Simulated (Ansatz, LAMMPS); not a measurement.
# Settings and their price: amorphous polyoxymethylene (as short chains C22O21H46) at 500 K (178 atoms)

Density of this cell: 1.17 g/cm³. The cell holds 178 atoms: 44 C, 42 O and 92 H. Its edges and angles: a = 12.244 Å, b = 12.244 Å, c = 12.244 Å, α = 90.0°, β = 90.0°, γ = 90.0°. 2 polyoxymethylene chains of 20 units with methyl end groups placed at random, at 1.17 g/cm³; overlaps pushed apart, then 20 ps at 800 K with MMFF94 bonds, angles, torsions, charges and radii (Halgren, J. Comput. Chem. 17, 490 (1996)) in harmonic and 12-6 forms. Snapshot after 30 ps at 500 K and fixed volume.

Geometry: as built.

Reference run: Kohn-Sham DFT, PBE+D4, PAW (set soft_2), plane waves (Ansatz 0.2.0), cutoff 750 eV, Γ point, fixed occupations.

```
r.m.s. force component                           : 1.14 eV/Å
gap (highest filled to lowest empty level) : 4.694 eV
SCF cycles                                       : 10
time                                             : 19 s on 8 threads of Arm Neoverse V2, shared host
```

**Question.** The same geometry is run again with each of these changes. How far do the results move, and how long does each run take?
- support functions medium
- support functions low
- support functions high
- support functions medium, radius 3.31 Å
- support functions medium, radius 3.58 Å
- support functions medium, radius 3.82 Å
- support functions medium, radius 4.09 Å
- support functions medium, radius 4.6 Å
- support functions medium, radius 5.11 Å

Each row is set against the run with plane waves at 750 eV (Kohn-Sham DFT, PBE+D4, PAW (set soft_2), plane waves; r.m.s. force component 1.14 eV/Å). Energies are set beside the reference only for runs with its functional, potentials and electron count. Times are for 8 threads of Arm Neoverse V2, shared host.

| run | Δ force, r.m.s. (meV/Å) | share of r.m.s. force (%) | Δ energy (meV/atom) | Δ gap (eV) | cycles | time | host memory (GiB) |
| --- | --- | --- | --- | --- | --- | --- | --- |
| reference | - | - | - | - | 10 | 19 s | 5.2 |
| support functions medium | 0.486 | 0.0427 | -0.590 | 0 | 13 | 60 s | 4.7 |
| support functions low | 0.565 | 0.0495 | -0.591 | 0.002 | 11 | 54 s | 4.6 |
| support functions high | 0.353 | 0.0309 | -0.655 | 0 | 17 | 5.2 min | 12 |
| support functions medium, radius 3.31 Å | 0.504 | 0.0442 | -0.590 | 0 | 13 | 57 s | 4.6 |
| support functions medium, radius 3.58 Å | 0.451 | 0.0396 | -0.590 | 3.0e-4 | 13 | 73 s | 5.0 |
| support functions medium, radius 3.82 Å | 0.422 | 0.037 | -0.590 | 4.0e-4 | 13 | 83 s | 5.4 |
| support functions medium, radius 4.09 Å | 0.393 | 0.0345 | -0.590 | 4.0e-4 | 13 | 100 s | 6.0 |
| support functions medium, radius 4.6 Å | 0.395 | 0.0347 | -0.590 | 0.0011 | 12 | 2.4 min | 7.4 |
| support functions medium, radius 5.11 Å | 0.39 | 0.0343 | -0.590 | 0.0011 | 12 | 3.6 min | 9.5 |

Among numerical settings the force difference runs from 0.35 meV/Å (support functions high) to 0.56 meV/Å (support functions low). At 178 atoms the fastest of the runs at a preset level, support functions low, takes 2.9 times the time of plane waves, in 11 SCF cycles against 10. Differences between support functions and plane waves include what basis error the plane-wave run still has. As the radius goes from 3.31 to 5.11 Å, the force difference goes from 0.50 to 0.39 meV/Å, and the time from 57 s to 3.6 min. 

[Logs are printed without paths, hosts, clocks, repeated set-up lines and the standing remarks that a program may print on its own settings, such as how far it seeks lower states.]

[Hosts, paths, dates, database ids (printed as entryN), source tags and the programs' standing remarks are cut or masked in the printed files.]

[The MMFF94 radii named for the starting cell were scaled by 0.96; in molecules described by MMFF94, hydrogen bound to N, O or S took a small fixed 12-6 site in their place.]
